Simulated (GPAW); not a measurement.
# Work function of 2H-TaSTe monolayer at several levels, part 2 of 2

Aim: the work function of both faces of 2H-TaSTe monolayer, and its spread over functionals and bases.

GPAW 26.7.0; GPAW, PAW setups; layer in a repeated cell with vacuum, relaxation of atoms and in-plane cell (the session's first sound run).

So far, upper work function (eV): step 3 (the slab's potential, PBE, GPAW) 5.44; step 5 (LDA) 5.68; step 6 (revPBE) 5.35; step 7 (RPBE) 5.35; step 8 (GPAW, PAW setups) 5.64.

## (9) Real-space grid: mode = "fd" (continued)

Electrostatic potential energy of an electron (without an applied field's), less the Fermi level, planar mean against z:

| z (Å) | electrostatic potential energy of an electron (without an applied field's), less the Fermi level, planar mean (eV) |
| --- | --- |
| 0.0 | 5.14 |
| 0.5 | 4.84 |
| 1.0 | 4.84 |
| 1.5 | 4.84 |
| 2.0 | 4.84 |
| 2.5 | 4.84 |
| 3.0 | 4.84 |
| 3.5 | 4.84 |
| 4.0 | 4.84 |
| 4.5 | 4.84 |
| 5.0 | 4.84 |
| 5.5 | 4.84 |
| 6.0 | 4.83 |
| 6.5 | 4.78 |
| 7.0 | 4.60 |
| 7.5 | 3.85 |
| 8.0 | 0.877 |
| 8.5 | -9.08 |
| 9.0 | -20.7 |
| 9.5 | -9.84 |
| 10.0 | -3.56 |
| 10.5 | -11.0 |
| 11.0 | -18.2 |
| 11.5 | -9.48 |
| 12.0 | -9.52 |
| 12.5 | -13.1 |
| 13.0 | -0.126 |
| 13.5 | 4.26 |
| 14.0 | 5.20 |
| 14.5 | 5.39 |
| 15.0 | 5.43 |
| 15.5 | 5.44 |
| 16.0 | 5.44 |
| 16.5 | 5.44 |
| 17.0 | 5.44 |
| 17.5 | 5.44 |
| 18.0 | 5.44 |
| 18.5 | 5.44 |
| 19.0 | 5.44 |
| 19.5 | 5.44 |
| 20.0 | 5.44 |
| 20.5 | 5.44 |
| 21.0 | 5.44 |

The upper face's work function is 5.438 eV, against 5.437 eV in the first plane-wave PBE run at this geometry.

## (10) Atomic orbitals: mode = "lcao"

Atom-centred orbitals end a few angstrom from the surface, which tests how much the density's tail matters.

run.py

```python
import json
import numpy as np
from ase import Atoms
from gpaw import GPAW

slab = Atoms(
    ['Te', 'Ta', 'S'],
    positions=[
        [0.00000, 2.03407, 9.00000],
        [-0.00000, 0.00000, 10.94632],
        [0.00000, 2.03407, 12.36513]],
    cell=[[3.52312, 0.0, 0.0], [-1.76156, 3.05111, 0.0], [0.0, 0.0, 21.3651]],
    pbc=[True, True, False])

slab.calc = GPAW(mode='lcao', basis='dzp', h=0.18, xc='PBE', kpts={'size': (9, 9, 1), 'gamma': True},
                 occupations={'name': 'fermi-dirac', 'width': 0.05}, nbands='120%',
                 convergence={'density': 1e-05}, maxiter=200,
                 poissonsolver={'dipolelayer': 'xy'},
                 symmetry={'tolerance': 1e-3}, txt='slab.txt')
result = {}
energy = slab.get_potential_energy()
fermi = slab.calc.get_fermi_level()
v = slab.calc.get_electrostatic_potential().mean((0, 1)) - fermi
n = slab.calc.get_pseudo_density().mean((0, 1))
L = slab.cell[2, 2]
z = np.arange(len(v)) * L / len(v)
low, high = slab.positions[:, 2].min(), slab.positions[:, 2].max()
below, above = np.interp([low - 6.8, high + 6.8], z, v)
slopes = [np.interp(x, z, np.gradient(v, z)) for x in (low - 6.8, high + 6.8)]
eps = np.array([[slab.calc.get_eigenvalues(k, s) for k in range(len(slab.calc.get_ibz_k_points()))]
                for s in range(slab.calc.get_number_of_spins())]) - fermi
top, bottom = eps[eps < 0].max(), eps[eps > 0].min()
dipole = slab.get_dipole_moment()[2]
print(f'energy {energy:.4f} eV, Fermi level {fermi:.4f} eV, dipole {dipole:.5f} e A')
print(f'potential 6.8 A off the faces, from the Fermi level: lower {below:.4f} eV, upper {above:.4f} eV')
print(f'slope of the potential there: lower {slopes[0]:.5f}, upper {slopes[1]:.5f} eV/A')
print(f'nearest levels on the mesh: {top:.4f} and {bottom:.4f} eV')
print('magnetic moment', round(slab.get_magnetic_moment(), 3))
result.update(energy=energy, fermi=fermi, dipole=dipole, below=below, above=above, slopes=slopes, edges=[top, bottom],
              z=z.tolist(), v=v.tolist(), n=n.tolist(), positions=slab.positions.tolist(),
              forces=slab.get_forces(apply_constraint=False).tolist(), moments=slab.get_magnetic_moments().tolist())
json.dump(result, open('result.json', 'w'))
```

Command:

```console
> OMP_NUM_THREADS=1 OPENBLAS_NUM_THREADS=1 python run.py
```

Elapsed: 48 s, on 1 thread of Arm Neoverse V1, shared host; peak memory 0.28 GiB.

This step gave:

* dipole along the normal: -0.04488 e·Å
* levels nearest the Fermi level on the mesh: -0.01342, 0.1081 eV from the Fermi level
* upper work function: 5.466 eV
* lower work function: 4.711 eV

The upper face's work function is 5.466 eV, against 5.437 eV in the first plane-wave PBE run at this geometry.

## (11) All levels side by side

Times are for 1 thread of Arm Neoverse V1, shared host. Results by setting:

| no. | run | upper work function (eV) | lower work function (eV) | time | memory (GiB) |
| --- | --- | --- | --- | --- | --- |
| 1 | pw | 5.437 | 4.838 | 31 s | 0.22 |
| 2 | vdW DF2 | 5.753 | 5.129 | 42 s | 0.39 |
| 3 | LDA | 5.676 | 5.133 | 29 s | 0.2 |
| 4 | revPBE | 5.345 | 4.729 | 31 s | 0.22 |
| 5 | RPBE | 5.346 | 4.721 | 31 s | 0.21 |
| 6 | optPBE vdW | 5.643 | 5.036 | 44 s | 0.39 |
| 7 | fd | 5.438 | 4.841 | 59 s | 0.4 |
| 8 | lcao | 5.466 | 4.711 | 48 s | 0.28 |

## (12) Side by side

Results and costs are gathered.

This step: comparison of work functions, dipole and cost (GPAW 26.7.0).

Ladder, by row:

| step | code | work function, upper (eV) | work function, lower (eV) | dipole (e Å) | wall time (s) | peak memory (GiB) | threads |
| --- | --- | --- | --- | --- | --- | --- | --- |
| pw | GPAW | 5.437 | 4.838 | -0.0359 | 30.63 | 0.22 | 1 |
| vdW-DF2 | GPAW | 5.753 | 5.129 | -0.03738 | 41.75 | 0.39 | 1 |
| LDA | GPAW | 5.676 | 5.133 | -0.03254 | 29.3 | 0.2 | 1 |
| revPBE | GPAW | 5.345 | 4.729 | -0.0369 | 30.55 | 0.22 | 1 |
| RPBE | GPAW | 5.346 | 4.721 | -0.03743 | 30.9 | 0.21 | 1 |
| optPBE-vdW | GPAW | 5.643 | 5.036 | -0.03642 | 43.94 | 0.39 | 1 |
| fd | GPAW | 5.438 | 4.841 | -0.03544 | 59.02 | 0.4 | 1 |
| lcao | GPAW | 5.466 | 4.711 | -0.04488 | 47.75 | 0.28 | 1 |

## (13) A changed run

One more run, with changed settings.

This step: GPAW, PAW setups; slab in vacuum (GPAW 26.7.0).

run.py, as its differences from that of step 10:

```diff
@@ -3,3 +3,3 @@
 from ase import Atoms
-from gpaw import GPAW
+from gpaw import GPAW, PW
 
@@ -14,5 +14,5 @@
 
-slab.calc = GPAW(mode='lcao', basis='dzp', h=0.18, xc='PBE', kpts={'size': (9, 9, 1), 'gamma': True},
-                 occupations={'name': 'fermi-dirac', 'width': 0.05}, nbands='120%',
-                 convergence={'density': 1e-05}, maxiter=200,
+slab.calc = GPAW(mode=PW(400), xc='PBE', kpts={'size': (9, 9, 1), 'gamma': True},
+                 occupations={'name': 'fermi-dirac', 'width': 0.05}, nbands='80%',
+                 convergence={'density': 1e-05}, maxiter=75,
                  poissonsolver={'dipolelayer': 'xy'},
```

Run time: 0.91 s. Hardware: 1 thread; peak memory 0.12 GiB.

The program refused the input before any cycle.

The program's message: “ValueError: Too few bands! Electrons: 25.0, bands: 80%”

The change that led to it: nbands = "80 % of the filled bands".

## (14) Outcome

- work function, upper and lower face: 5.437 and 4.838 eV
- dipole along the normal: -0.0359 e Å

With plane waves and PBE the work function is 5.44 eV on the upper face and 4.84 eV on the lower. The two faces differ by 0.60 eV, the step that the slab's dipole makes (e p/(ε0 A) gives 0.60 eV), so the dipole layer is needed. Over the sound runs of the table the upper face's work function spans 5.345 (revPBE) to 5.753 eV (vdW-DF2). The starting lattice was a guess from atomic radii; the relaxation moved it by -4 %. The relaxation of atoms and cell ran in a fully periodic cell without the dipole layer, so the atoms of this polar layer felt a small spurious field. The cell holds an odd number of electrons, so without spin polarisation it must come out metallic and without a moment, whatever its true state. The layer's cell and atoms come from the relaxation; spin-orbit coupling and temperature are left out.

[Logs are printed without paths, hosts, clocks, repeated set-up lines and the standing remarks that a program may print on its own settings, such as how far it seeks lower states.]

[Hosts, paths, dates, database ids (printed as entryN), source tags and the programs' standing remarks are cut or masked in the printed files.]
